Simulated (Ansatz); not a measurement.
# How fast states decay through Na3Cl2F, part 3 of 3

A new crystal, Na3Cl2F: structure, gap and complex bands. It is built by putting F for Br in the Na3BrCl2 structure of space group I4/mmm, with the volume rescaled by atomic radii. The parent structure comes from the Materials Project.

Ansatz 0.2.0; r2SCAN DFT, plane waves, PAW files (the session's first sound run).

So far, gap on the k-mesh (eV): step 3 (band edges, r2SCAN) 5.76; step 4 (complex bands, plane (001), k-mesh 6×6×6, r2SCAN) 5.76; step 5 (PBEsol, cutoff 420 eV) 4.89.

The structure was built from a prototype and need not be the compound's stable phase.

## Step 6: Complex bands at another level, cutoff 420 eV

This step: PBEsol DFT, plane waves, PAW files; complex bands by layer matching along the plane's normal (Ansatz 0.2.0).

The complex bands at that level, over its own gap, at (0, 0) and (0.5, 0).

input.yaml

```yaml
crystal:
  lattice:
    - [3.822919865, 0.0, 0.0]
    - [0.0, 3.822919865, 0.0]
    - [1.911459932, 1.911459932, 7.875555166]
  atoms:
    - { symbol: Na, position: [0.3515382403, 0.3515382403, 0.2969235194] }
    - { symbol: Na, position: [0.0, 0.0, 0.0] }
    - { symbol: Na, position: [0.6484617597, 0.6484617597, 0.7030764806] }
    - { symbol: F, position: [0.5, 0.5, 0.0] }
    - { symbol: Cl, position: [0.1655821099, 0.1655821099, 0.6688357802] }
    - { symbol: Cl, position: [0.8344178901, 0.8344178901, 0.3311642198] }
kpoints:
  mp_grid: { grid: [6, 6, 6] }
scf:
  occupations: { method: fixed }
hamiltonian:
  xc: pbesol
output:
  eigenvalues: true
  transmission:
    leads: [[0, 0]]
    kpoints: [[0.0, 0.0], [0.5, 0.0]]
    e_range: [-1.0, 5.89]
    de: 0.11
```

On the command line:

```sh
ansatz run input.yaml --threads 2 --pin off --max-ram 4096MiB --backend cpu --events-out ev --progress --plain --runs-dir out
```

Numbers of over 12 decimals in the logs are rounded to 6 here.

The program printed:

```text
[...]
Crystal: 6 atoms, lattice volume = 115.099 Å³
Basis set: ecut = 420 eV, 2231 PW (Γ)
Bands: 30, of which v1, the nominal top of the filled ones, is band 24 counted from 1 (23 counted from 0)
Symmetry: 16 space group operations
[...]
k-points: 30 of 216
[...]
SCF iter   1: F=—  HF=-7359.057392 eV  |F-HF|=—  |Δ(HF+E_count)|=         —  Δρ=5.99e-3  dr2=3.71e-2  ethr=1.77e-3  ⟨swp⟩=4.9  Hψ=3200  notcnv=0  defer=114
[...]
SCF iter   7: F=-7359.042619 eV  HF=-7359.042619 eV  |F-HF|=1.19e-9  |Δ(HF+E_count)|=   8.12e-8  Δρ=3.22e-6  dr2=1.37e-8  ethr=2.08e-10  ⟨swp⟩=3.1  Hψ=2343  notcnv=0
SCF 1 converged in 7 iterations: F = -7359.042619 eV  dr2 = 1.37e-8
[...]
transmission: 12 of 24 steps passed
transmission: 24 of 24 steps passed
SCF converged after 7 iterations
Free energy (F): -7359.042619 eV
[...]
Internal energy: -7359.042619 eV  (E = F + TS)
E sigma→0 (E₀):  -7359.042619 eV
Fermi energy:    1.164491 eV
[...]
--- Band table (eV; the first three rows and the last of 30) ---
  k-point 0: bands = [... 20 lower, 0.7460, 0.9544, 1.1645, 1.1645, 6.0583, 8.9268, 9.5973, 9.7156, ... 2 higher]
  k-point 1: bands = [... 20 lower, 0.7597, 0.8653, 1.1550, 1.1550, 6.2070, 8.6571, 9.5222, 9.6457, ... 2 higher]
  k-point 2: bands = [... 20 lower, 0.7883, 0.7883, 1.1341, 1.1341, 6.6002, 8.0593, 9.4318, 9.5430, ... 2 higher]
  k-point 29: bands = [... 20 lower, 0.3108, 0.4135, 0.4248, 0.5487, 9.3638, 9.6217, 9.6319, 9.7555, ... 2 higher]
--- Transmission ---
  basis      : 129 plane waves across, 12 finite elements along
  points     : 2, as listed
[...]
crystal 0  : Cl2Na3F1, at the sites [0, 0], period 7.8756 Å: whole cells are its period
[...]
channels       : 0.000000e0 a spin
[...]
slowest decay  : 0.4050 /Å at (0.0000, 0.0000)
```

Elapsed: 15 s, on 2 threads of Arm Neoverse V2, shared host; peak memory 0.41 GiB.

This step gave:

```
level to which the leads are filled                       : 2.447 eV from the Fermi level
decay constant at the filling level, zone centre          : 0.405 Å⁻¹
decay constant at the filling level, slowest listed point : 0.405 Å⁻¹
```

K parallel (0, 0); values up to 1.5 1/Å, a degenerate pair printed once or twice; energies at which all values exceed this have no row. The Im kz of the slowest decaying states by energy, zero at the highest filled level on the SCF mesh:

| energy (eV) | decay 1 (Å⁻¹) | decay 2 (Å⁻¹) | decay 3 (Å⁻¹) | decay 4 (Å⁻¹) |
| --- | --- | --- | --- | --- |
| -1.000 | 0.430 | 0.790 | - | - |
| -0.450 | 0.181 | 0.831 | - | - |
| -0.010 | 0.186 | 0.848 | - | - |
| 0.540 | 0.320 | 0.643 | 0.859 | 1.48 |
| 0.980 | 0.369 | 0.767 | 0.861 | 1.44 |
| 1.530 | 0.400 | 0.858 | 0.859 | 1.39 |
| 1.970 | 0.408 | 0.852 | 0.906 | 1.35 |
| 2.520 | 0.402 | 0.841 | 0.947 | 1.29 |
| 2.960 | 0.386 | 0.828 | 0.970 | 1.24 |
| 3.510 | 0.348 | 0.809 | 0.989 | 1.18 |
| 3.950 | 0.301 | 0.790 | 0.999 | 1.13 |
| 4.500 | 0.205 | 0.763 | 1.01 | 1.06 |
| 5.050 | 0.730 | 0.989 | 1.01 | 1.42 |
| 5.490 | 0.699 | 0.925 | 1.01 | 1.39 |

K parallel (0.5, 0); values up to 1.5 1/Å, a degenerate pair printed once or twice; energies at which all values exceed this have no row. The Im kz of the slowest decaying states by energy, zero at the highest filled level on the SCF mesh:

| energy (eV) | decay 1 (Å⁻¹) | decay 2 (Å⁻¹) | decay 3 (Å⁻¹) |
| --- | --- | --- | --- |
| -1.00 | 1.38 | - | - |
| -0.78 | 0.148 | 1.35 | 1.43 |
| -0.56 | 1.33 | 1.43 | - |
| -0.34 | 0.209 | 1.30 | 1.32 |
| -0.01 | 0.441 | 1.25 | 1.34 |
| 0.21 | 0.537 | 1.21 | 1.44 |
| 0.43 | 0.626 | 1.16 | 1.50 |
| 0.65 | 0.744 | 1.07 | - |
| 0.87 | 0.766 | 1.07 | - |
| 1.09 | 0.730 | 1.12 | - |
| 1.31 | 0.722 | 1.13 | - |
| 1.64 | 0.721 | 1.14 | - |
| 1.86 | 0.722 | 1.14 | - |
| 2.08 | 0.721 | 1.14 | - |
| 2.30 | 0.720 | 1.14 | - |
| 2.52 | 0.718 | 1.13 | 1.49 |
| 2.74 | 0.715 | 1.13 | 1.47 |
| 2.96 | 0.710 | 1.12 | 1.46 |
| 3.18 | 0.704 | 1.12 | 1.44 |
| 3.51 | 0.692 | 1.11 | 1.42 |
| 3.73 | 0.682 | 1.10 | 1.40 |
| 3.95 | 0.671 | 1.10 | 1.38 |
| 4.17 | 0.658 | 1.09 | 1.37 |
| 4.39 | 0.644 | 1.09 | 1.35 |
| 4.61 | 0.628 | 1.09 | 1.33 |
| 4.83 | 0.610 | 1.09 | 1.31 |
| 5.16 | 0.579 | 1.09 | 1.29 |
| 5.38 | 0.555 | 1.10 | 1.27 |
| 5.60 | 0.529 | 1.12 | 1.25 |
| 5.82 | 0.499 | 1.18 | 1.23 |

At the listed wavevectors the last open channel is at -0.01 eV and the next at +4.94 eV on the grid. At +2.41 eV, the grid energy nearest the filling level (the middle of the gap on the SCF mesh), the slowest state at the listed wavevectors decays with κ = 0.405 Å⁻¹, its amplitude falling by e over 2.5 Å; the first such run, plane (001), gave 0.446 Å⁻¹.

## Step 7: Results

```json
{
 "band gap": "5.76 eV",
 "least decay constant at mid-gap, normal to (001)": "0.446 Å⁻¹",
 "least decay constant, PBEsol": "0.405 Å⁻¹"
}
```

In words: With r2SCAN, the slowest decay at the wavevectors tried is κ = 0.446 Å⁻¹, normal to (001). Through such a film the transmission near mid-gap falls as exp(−2κd), a factor of ten every 2.6 Å. A free electron under a barrier of half the gap would need a mass of 0.26 mₑ to decay at this rate. With PBEsol the gap goes from 5.76 to 4.89 eV and the decay constant, over the first 2 listed wavevectors, from 0.446 to 0.405 Å⁻¹. The compound is made up by substitution; its stability against other phases and against distortions of the cell's symmetry was not tested. r2SCAN still narrows gaps, if less than LDA and GGA do, so real decay constants are likely larger.

[Logs are printed without paths, hosts, clocks, repeated set-up lines and the standing remarks that a program may print on its own settings, such as how far it seeks lower states.]

[Hosts, paths, dates, database ids (printed as entryN), source tags and the programs' standing remarks are cut or masked in the printed files.]
